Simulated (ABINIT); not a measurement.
**SnGeSe3 (Pm-3m): zone-centre phonons**

Aim: the zone-centre modes of SnGeSe3 (Pm-3m).

Method: DFT LDA, scalar-relativistic, plane waves, HGH norm-conserving pseudopotentials, in ABINIT 10.8.3.

The structure was built from a prototype and need not be the compound's stable phase.

## 1. The structure

It takes space group Pm-3m (No. 221, cubic). Conventional cell: a = 4.869 Å, b = 4.869 Å, c = 4.869 Å, α = 90.00°, β = 90.00°, γ = 90.00°. Nearest to Sn lie 12 Se at 3.44 Å. Nearest to Ge lie 6 Se at 2.43 Å. Nearest to Se lie 2 Ge at 2.43 Å. Farther neighbours and most contacts between anions are not listed.

## 2. A first look

A first run with smearing and empty bands tells whether the crystal has a gap, which decides between fixed occupations and smearing later on.

Input file probe.abi:

```
# ground state
tolvrs 1.0d-08
prtden 1
prtwf 1

# basis, mesh and filling
ecut 20.0
ixc 7
ngkpt 4 4 4
nshiftk 1
shiftk 0.0 0.0 0.0
istwfk *1
occopt 7
tsmear 0.005
nband 20
nstep 100
diemac 9.0
prtebands 0
prtgsr 0

# cell and atoms
acell 3*1.0 Angstrom
rprim 
    4.8694 0.0 0.0
    0.0 4.8694 0.0
    0.0 0.0 4.8694
ntypat 3
znucl 50 32 34
natom 5
typat 1 2 3 3 3
xred 
    0.0 0.0 0.0
    0.5 0.5 0.5
    0.5 0.5 0.0
    0.5 0.0 0.5
    0.0 0.5 0.5
pp_dirpath "./pseudo"
pseudos "Sn.hgh, Ge.hgh, Se.hgh"
```

The run is started by

```sh
OMP_NUM_THREADS=1 mpirun -n 4 abinit probe.abi > probe.log
```

Numbers of over 12 decimals in the logs are rounded to 6 here.

probe.abo, the main output file:

```text
[banners, grids, parts of the stress and lines that vanish by symmetry left out]
- input  file    -> probe.abi
- output file    -> probe.abo
- root for input  files -> probei
[...]
Symmetries : space group Pm -3 m (#221); Bravais cP (primitive cubic)
[...]
mpw =        3362          nfft =       64000          nkpt =          10
[...]
== DATASET  1 ==================================================================
[...]
cutoff_energies: {ecut:  20.0, pawecutdg:  -1.0, }
[...]
Exchange-correlation functional for the present dataset will be:
  LDA: Perdew-Wang 92 LSD fit to Ceperley-Alder data - ixc=7
[...]
ETOT  1  -35.964646974652    -3.596E+01 2.074E-02 1.687E+02
 ETOT  2  -36.023222443018    -5.858E-02 1.736E-03 1.874E+01
 ETOT  3  -36.030149372950    -6.927E-03 6.266E-04 1.195E+00
 ETOT  4  -36.030491715553    -3.423E-04 8.483E-04 1.356E-02
 ETOT  5  -36.030494307505    -2.592E-06 1.257E-03 2.679E-04
 ETOT  6  -36.030494374585    -6.708E-08 3.684E-04 7.307E-06
 ETOT  7  -36.030494376880    -2.295E-09 4.214E-04 9.442E-08
 ETOT  8  -36.030494376906    -2.570E-11 2.402E-04 8.035E-10
 At SCF step    8       vres2   =  8.03E-10 < tolvrs=  1.00E-08 =>converged.
[...]
sigma(1 1)= -1.65658680E-06  sigma(3 2)=  0.00000000E+00
  sigma(2 2)= -1.65658680E-06  sigma(3 1)=  0.00000000E+00
  sigma(3 3)= -1.65658680E-06  sigma(2 1)=  0.00000000E+00
[...]
convergence: {deltae: -2.570E-11, res2:  8.035E-10, residm:  2.402E-04, diffor: null, }
etotal    :  -3.60304944E+01
[...]
sigma(1 1)= -1.65658680E-06  sigma(3 2)=  0.00000000E+00
  sigma(2 2)= -1.65658680E-06  sigma(3 1)=  0.00000000E+00
  sigma(3 3)= -1.65658680E-06  sigma(2 1)=  0.00000000E+00
[...]
- sigma(1 1)= -4.87384665E-02  sigma(3 2)=  0.00000000E+00
- sigma(2 2)= -4.87384665E-02  sigma(3 1)=  0.00000000E+00
- sigma(3 3)= -4.87384665E-02  sigma(2 1)=  0.00000000E+00
[...]
fcart     -0.0000000000E+00 -0.0000000000E+00 -0.0000000000E+00
           strten     -1.6565868036E-06 -1.6565868036E-06 -1.6565868036E-06
================================================================================

[key lines of the parts left out:]
pressure_GPa:   4.8738E-02
```

It took 7.3 s on 4 MPI ranks of Arm Neoverse V1, shared host; 29 s of CPU time.

Numbers from this step:

```yaml
volume_per_atom: 23.09 Å³
pressure: 0.04874 GPa
gap_on_the_k_mesh: 0 eV
```

No gap opens on this mesh, so smearing is kept; the printed pressure holds the stress of the finite basis too.

## 3. Rough relaxation

The typed start is rough, so a first relaxation with smearing and loose thresholds takes it towards rest cheaply.

Input file prerelax.abi:

```
# relaxation
ionmov 2
optcell 2
dilatmx 1.15
chkdilatmx 0
ntime 40
tolmxf 3.0d-04
tolvrs 1.0d-10
prtwf 0
prtden 0
chksymtnons 0

# basis, mesh and filling
ecut 21.0
ecutsm 3.0
ixc 7
ngkpt 4 4 4
nshiftk 1
shiftk 0.0 0.0 0.0
istwfk *1
occopt 7
tsmear 0.005
nband 20
nstep 100
diemac 1000000.0
prtebands 0
prtgsr 0

# cell and atoms
acell 3*1.0 Angstrom
rprim 
    4.8694 0.0 0.0
    0.0 4.8694 0.0
    0.0 0.0 4.8694
ntypat 3
znucl 50 32 34
natom 5
typat 1 2 3 3 3
xred 
    0.0 0.0 0.0
    0.5 0.5 0.5
    0.5 0.5 0.0
    0.5 0.0 0.5
    0.0 0.5 0.5
pp_dirpath "./pseudo"
pseudos "Sn.hgh, Ge.hgh, Se.hgh"
```

The run is started by

```sh
OMP_NUM_THREADS=1 mpirun -n 4 abinit prerelax.abi > prerelax.log
```

prerelax.abo, the main output file:

```text
[banners, grids, parts of the stress and lines that vanish by symmetry left out]
- input  file    -> prerelax.abi
- output file    -> prerelax.abo
- root for input  files -> prerelaxi
[...]
Symmetries : space group Pm -3 m (#221); Bravais cP (primitive cubic)
[...]
mpw =        5520          nfft =       91125          nkpt =          10
[...]
== DATASET  1 ==================================================================
[...]
cutoff_energies: {ecut:  21.0, pawecutdg:  -1.0, }
[...]
Exchange-correlation functional for the present dataset will be:
  LDA: Perdew-Wang 92 LSD fit to Ceperley-Alder data - ixc=7
[...]
ETOT  1  -35.963087936400    -3.596E+01 3.331E-02 2.378E+02
 ETOT  2  -36.026521970705    -6.343E-02 2.324E-03 1.007E+01
 ETOT  3  -36.029315395624    -2.793E-03 5.773E-04 1.074E+00
 ETOT  4  -36.029530991277    -2.156E-04 3.091E-04 8.976E-03
[...]
ETOT  8  -36.029834111226     2.842E-13 4.853E-07 3.396E-12
 At SCF step    8       vres2   =  3.40E-12 < tolvrs=  1.00E-10 =>converged.
[...]
sigma(1 1)= -8.51431922E-07  sigma(3 2)=  0.00000000E+00
  sigma(2 2)= -8.51431922E-07  sigma(3 1)=  0.00000000E+00
  sigma(3 3)= -8.51431922E-07  sigma(2 1)=  0.00000000E+00
[...]
convergence: {deltae:  2.842E-13, res2:  3.396E-12, residm:  4.853E-07, diffor: null, }
etotal    :  -3.60298341E+01
[...]
At Broyd/MD step   3, gradients are converged :
[...]
sigma(1 1)= -8.51431922E-07  sigma(3 2)=  0.00000000E+00
  sigma(2 2)= -8.51431922E-07  sigma(3 1)=  0.00000000E+00
  sigma(3 3)= -8.51431922E-07  sigma(2 1)=  0.00000000E+00
[...]
- sigma(1 1)= -2.50499920E-02  sigma(3 2)=  0.00000000E+00
- sigma(2 2)= -2.50499920E-02  sigma(3 1)=  0.00000000E+00
- sigma(3 3)= -2.50499920E-02  sigma(2 1)=  0.00000000E+00
[...]
fcart     -0.0000000000E+00 -0.0000000000E+00 -0.0000000000E+00
           strten     -8.5143192243E-07 -8.5143192242E-07 -8.5143192243E-07
================================================================================

[key lines of the parts left out:]
pressure_GPa:   2.5050E-02
Total energy (etotal) [Ha]= -3.60298341112257E+01
```

Wall time 32 s (4 MPI ranks).

Relaxation path:

```tsv
step	energy less that of the first step (eV)	largest force (eV/Å)	volume (Å³)
1	0.0000	0.0000	115.46
2	-0.0029	0.0000	115.89
3	-0.0082	0.0000	117.62
```

```tsv
conventional cell, symmetrised	before	after	change
a (Å)	4.869	4.900	+0.6 %
b (Å)	4.869	4.900	+0.6 %
c (Å)	4.869	4.900	+0.6 %
volume (Å³/atom)	23.09	23.52	+1.9 %
```

The relaxed structure:

```xyz
5
Lattice="4.8996 0.0000 0.0000 0.0000 4.8996 0.0000 0.0000 0.0000 4.8996" Properties=species:S:1:pos:R:3 pbc="T T T"
Sn    0.0000    0.0000    0.0000
Ge    2.4498    2.4498    2.4498
Se    2.4498    2.4498    0.0000
Se    2.4498    0.0000    2.4498
Se    0.0000    2.4498    2.4498
```

Read from the output:

* volume per atom: 23.52 Å³
* pressure: 0.02505 GPa

The volume changes by +1.9 % in this run and stands +1.9 % from the first cell.

## 4. Relaxation

The harmonic expansion needs vanishing forces, and a free crystal bears no stress, so cell and atoms are brought to rest. Stress is more sensitive to the basis than forces are: the last 3 Ha under the cutoff are smoothed with ecutsm, and the cutoff is raised above that of the later runs.

Input file relax.abi:

```
# relaxation
ionmov 2
optcell 2
dilatmx 1.08
ntime 40
tolmxf 1.0d-05
tolvrs 1.0d-14
prtwf 0
prtden 0
chksymtnons 0

# basis, mesh and filling
ecut 26.0
ecutsm 3.0
ixc 7
ngkpt 6 6 6
nshiftk 1
shiftk 0.0 0.0 0.0
istwfk *1
occopt 3
tsmear 0.01
nband 20
nstep 100
diemac 1000000.0
prtebands 0
prtgsr 0

# cell and atoms
acell 3*1.0 Angstrom
rprim 
    4.899642545 0.0 0.0
    0.0 4.899642545 0.0
    0.0 0.0 4.899642545
ntypat 3
znucl 50 32 34
natom 5
typat 1 2 3 3 3
xred 
    0.0 0.0 0.0
    0.5 0.5 0.5
    0.5 0.5 0.0
    0.5 0.0 0.5
    0.0 0.5 0.5
pp_dirpath "./pseudo"
pseudos "Sn.hgh, Ge.hgh, Se.hgh"
```

The run is started by

```sh
OMP_NUM_THREADS=1 mpirun -n 4 abinit relax.abi > relax.log
```

relax.abo, the main output file:

```text
[banners, grids, parts of the stress and lines that vanish by symmetry left out]
- input  file    -> relax.abi
- output file    -> relax.abo
- root for input  files -> relaxi
[...]
Symmetries : space group Pm -3 m (#221); Bravais cP (primitive cubic)
[...]
mpw =        6382          nfft =      110592          nkpt =          20
[...]
== DATASET  1 ==================================================================
[...]
cutoff_energies: {ecut:  26.0, pawecutdg:  -1.0, }
[...]
Exchange-correlation functional for the present dataset will be:
  LDA: Perdew-Wang 92 LSD fit to Ceperley-Alder data - ixc=7
[...]
ETOT  1  -35.974015885813    -3.597E+01 2.251E-02 3.020E+02
 ETOT  2  -36.042526068874    -6.851E-02 9.583E-03 2.912E+01
 ETOT  3  -36.049440207290    -6.914E-03 8.340E-04 1.597E+00
 ETOT  4  -36.049685464545    -2.453E-04 4.814E-04 1.342E-02
 ETOT  5  -36.049687224745    -1.760E-06 4.429E-04 1.691E-04
[...]
At SCF step   11       vres2   =  5.77E-16 < tolvrs=  1.00E-14 =>converged.
[...]
sigma(1 1)= -1.95875223E-05  sigma(3 2)=  0.00000000E+00
  sigma(2 2)= -1.95875223E-05  sigma(3 1)=  0.00000000E+00
  sigma(3 3)= -1.95875223E-05  sigma(2 1)=  0.00000000E+00
[...]
convergence: {deltae: -1.300E-12, res2:  5.774E-16, residm:  6.367E-05, diffor: null, }
etotal    :  -3.60496872E+01
[...]
ETOT  1  -36.049684272085    -3.605E+01 4.195E-05 2.511E-01
[...]
At SCF step    9       vres2   =  7.68E-16 < tolvrs=  1.00E-14 =>converged.
[...]
sigma(1 1)= -1.59279027E-05  sigma(3 2)=  0.00000000E+00
  sigma(2 2)= -1.59279027E-05  sigma(3 1)=  0.00000000E+00
  sigma(3 3)= -1.59279027E-05  sigma(2 1)=  0.00000000E+00
[...]
convergence: {deltae:  5.969E-13, res2:  7.677E-16, residm:  3.818E-06, diffor: null, }
etotal    :  -3.60497121E+01
[...]
ETOT  1  -36.049201044166    -3.605E+01 6.266E-05 4.997E+00
[...]
At SCF step   10       vres2   =  8.55E-17 < tolvrs=  1.00E-14 =>converged.
[...]
sigma(1 1)= -2.11359682E-07  sigma(3 2)=  0.00000000E+00
  sigma(2 2)= -2.11359682E-07  sigma(3 1)=  0.00000000E+00
  sigma(3 3)= -2.11359682E-07  sigma(2 1)=  0.00000000E+00
[...]
convergence: {deltae: -4.192E-13, res2:  8.546E-17, residm:  1.684E-06, diffor: null, }
etotal    :  -3.60497616E+01
[...]
ETOT  1  -36.049761471399    -3.605E+01 1.983E-06 8.869E-04
[...]
ETOT  7  -36.049761570079     9.948E-14 1.358E-06 3.381E-14
 ETOT  8  -36.049761570078     9.521E-13 1.568E-06 2.812E-16
 At SCF step    8       vres2   =  2.81E-16 < tolvrs=  1.00E-14 =>converged.
[...]
sigma(1 1)= -2.39229597E-09  sigma(3 2)=  0.00000000E+00
  sigma(2 2)= -2.39229597E-09  sigma(3 1)=  0.00000000E+00
  sigma(3 3)= -2.39229597E-09  sigma(2 1)=  0.00000000E+00
[...]
convergence: {deltae:  9.521E-13, res2:  2.812E-16, residm:  1.568E-06, diffor: null, }
etotal    :  -3.60497616E+01
[...]
At Broyd/MD step   4, gradients are converged :
[...]
sigma(1 1)= -2.39229597E-09  sigma(3 2)=  0.00000000E+00
  sigma(2 2)= -2.39229597E-09  sigma(3 1)=  0.00000000E+00
  sigma(3 3)= -2.39229597E-09  sigma(2 1)=  0.00000000E+00
[...]
- sigma(1 1)= -7.03837773E-05  sigma(3 2)=  0.00000000E+00
- sigma(2 2)= -7.03837773E-05  sigma(3 1)=  0.00000000E+00
- sigma(3 3)= -7.03837773E-05  sigma(2 1)=  0.00000000E+00
[...]
fcart     -0.0000000000E+00 -0.0000000000E+00 -0.0000000000E+00
           strten     -2.3922959655E-09 -2.3922959664E-09 -2.3922959655E-09
================================================================================

[key lines of the parts left out:]
pressure_GPa:   7.0384E-05
Total energy (etotal) [Ha]= -3.60497615700776E+01
```

Elapsed: 79 s, on 4 MPI ranks.

Relaxation path:

```tsv
step	energy less that of the first step (eV)	largest force (eV/Å)	volume (Å³)
1	0.0000	0.0000	117.62
2	-0.0007	0.0000	117.83
3	-0.0020	0.0000	118.75
4	-0.0020	0.0000	118.76
```

```tsv
conventional cell, symmetrised	before	after	change
a (Å)	4.900	4.915	+0.3 %
b (Å)	4.900	4.915	+0.3 %
c (Å)	4.900	4.915	+0.3 %
volume (Å³/atom)	23.52	23.75	+1.0 %
```

This step gave:

| Item | Value |
| --- | --- |
| volume per atom | 23.75 Å³ |
| pressure | 7.04e-5 GPa |

The volume changes by +1.0 % in this run and stands +2.9 % from the first cell.

## 5. Ground state

First-order wavefunctions inherit every error of the ground state, hence the very tight tolvrs. Smearing stays on, as the first look found no gap above 0.3 eV.

Input file gs.abi:

```
# ground state
tolvrs 1.0d-16
prtden 1
prtwf 1

# basis, mesh and filling
ecut 20.0
ixc 7
ngkpt 6 6 6
nshiftk 1
shiftk 0.0 0.0 0.0
istwfk *1
occopt 3
tsmear 0.01
nband 20
nstep 100
diemac 1000000.0
prtebands 0
prtgsr 0

# cell and atoms
acell 3*1.0 Angstrom
rprim 
    4.915343447 0.0 0.0
    0.0 4.915343447 0.0
    0.0 0.0 4.915343447
ntypat 3
znucl 50 32 34
natom 5
typat 1 2 3 3 3
xred 
    0.0 0.0 0.0
    0.5 0.5 0.5
    0.5 0.5 0.0
    0.5 0.0 0.5
    0.0 0.5 0.5
pp_dirpath "./pseudo"
pseudos "Sn.hgh, Ge.hgh, Se.hgh"
```

The run is started by

```sh
OMP_NUM_THREADS=1 mpirun -n 4 abinit gs.abi > gs.log
```

gs.abo, the main output file:

```text
[banners, grids, parts of the stress and lines that vanish by symmetry left out]
- input  file    -> gs.abi
- output file    -> gs.abo
- root for input  files -> gsi
[...]
Symmetries : space group Pm -3 m (#221); Bravais cP (primitive cubic)
[...]
mpw =        3450          nfft =       64000          nkpt =          20
[...]
== DATASET  1 ==================================================================
[...]
cutoff_energies: {ecut:  20.0, pawecutdg:  -1.0, }
[...]
Exchange-correlation functional for the present dataset will be:
  LDA: Perdew-Wang 92 LSD fit to Ceperley-Alder data - ixc=7
[...]
ETOT  1  -35.970525403877    -3.597E+01 2.337E-02 1.716E+02
 ETOT  2  -36.036540581043    -6.602E-02 3.547E-02 1.600E+01
 ETOT  3  -36.043086378685    -6.546E-03 4.057E-03 9.749E-01
 ETOT  4  -36.043347654086    -2.613E-04 5.619E-04 1.110E-02
 ETOT  5  -36.043350259723    -2.606E-06 1.827E-04 1.185E-04
[...]
ETOT 11  -36.043350279661     3.411E-13 2.012E-05 4.853E-16
 ETOT 12  -36.043350279662    -9.024E-13 1.440E-05 7.517E-18
 At SCF step   12       vres2   =  7.52E-18 < tolvrs=  1.00E-16 =>converged.
[...]
sigma(1 1)=  3.69922077E-05  sigma(3 2)=  0.00000000E+00
  sigma(2 2)=  3.69922077E-05  sigma(3 1)=  0.00000000E+00
  sigma(3 3)=  3.69922077E-05  sigma(2 1)=  0.00000000E+00
[...]
convergence: {deltae: -9.024E-13, res2:  7.517E-18, residm:  1.440E-05, diffor: null, }
etotal    :  -3.60433503E+01
[...]
sigma(1 1)=  3.69922077E-05  sigma(3 2)=  0.00000000E+00
  sigma(2 2)=  3.69922077E-05  sigma(3 1)=  0.00000000E+00
  sigma(3 3)=  3.69922077E-05  sigma(2 1)=  0.00000000E+00
[...]
- sigma(1 1)=  1.08834833E+00  sigma(3 2)=  0.00000000E+00
- sigma(2 2)=  1.08834833E+00  sigma(3 1)=  0.00000000E+00
- sigma(3 3)=  1.08834833E+00  sigma(2 1)=  0.00000000E+00
[...]
fcart     -0.0000000000E+00 -0.0000000000E+00 -0.0000000000E+00
           strten      3.6992207737E-05  3.6992207737E-05  3.6992207737E-05
================================================================================

[key lines of the parts left out:]
pressure_GPa:  -1.0883E+00
```

The job ended after 16 s (4 MPI ranks).

This step gave:

| Property | Result |
| --- | --- |
| pressure | -1.088 GPa |

The cell stands at -1.1 GPa: the relaxation ran with a smoothed and higher cutoff, and the difference is a stress of the finite basis.

[end of part 1 of 3]

[Host names and launcher messages were left out of these logs when they were recorded.]

[Logs are printed without paths, hosts, clocks, repeated set-up lines and the standing remarks that a program may print on its own settings, such as how far it seeks lower states.]

[Hosts, paths, dates, database ids (printed as entryN), source tags and the programs' standing remarks are cut or masked in the printed files.]
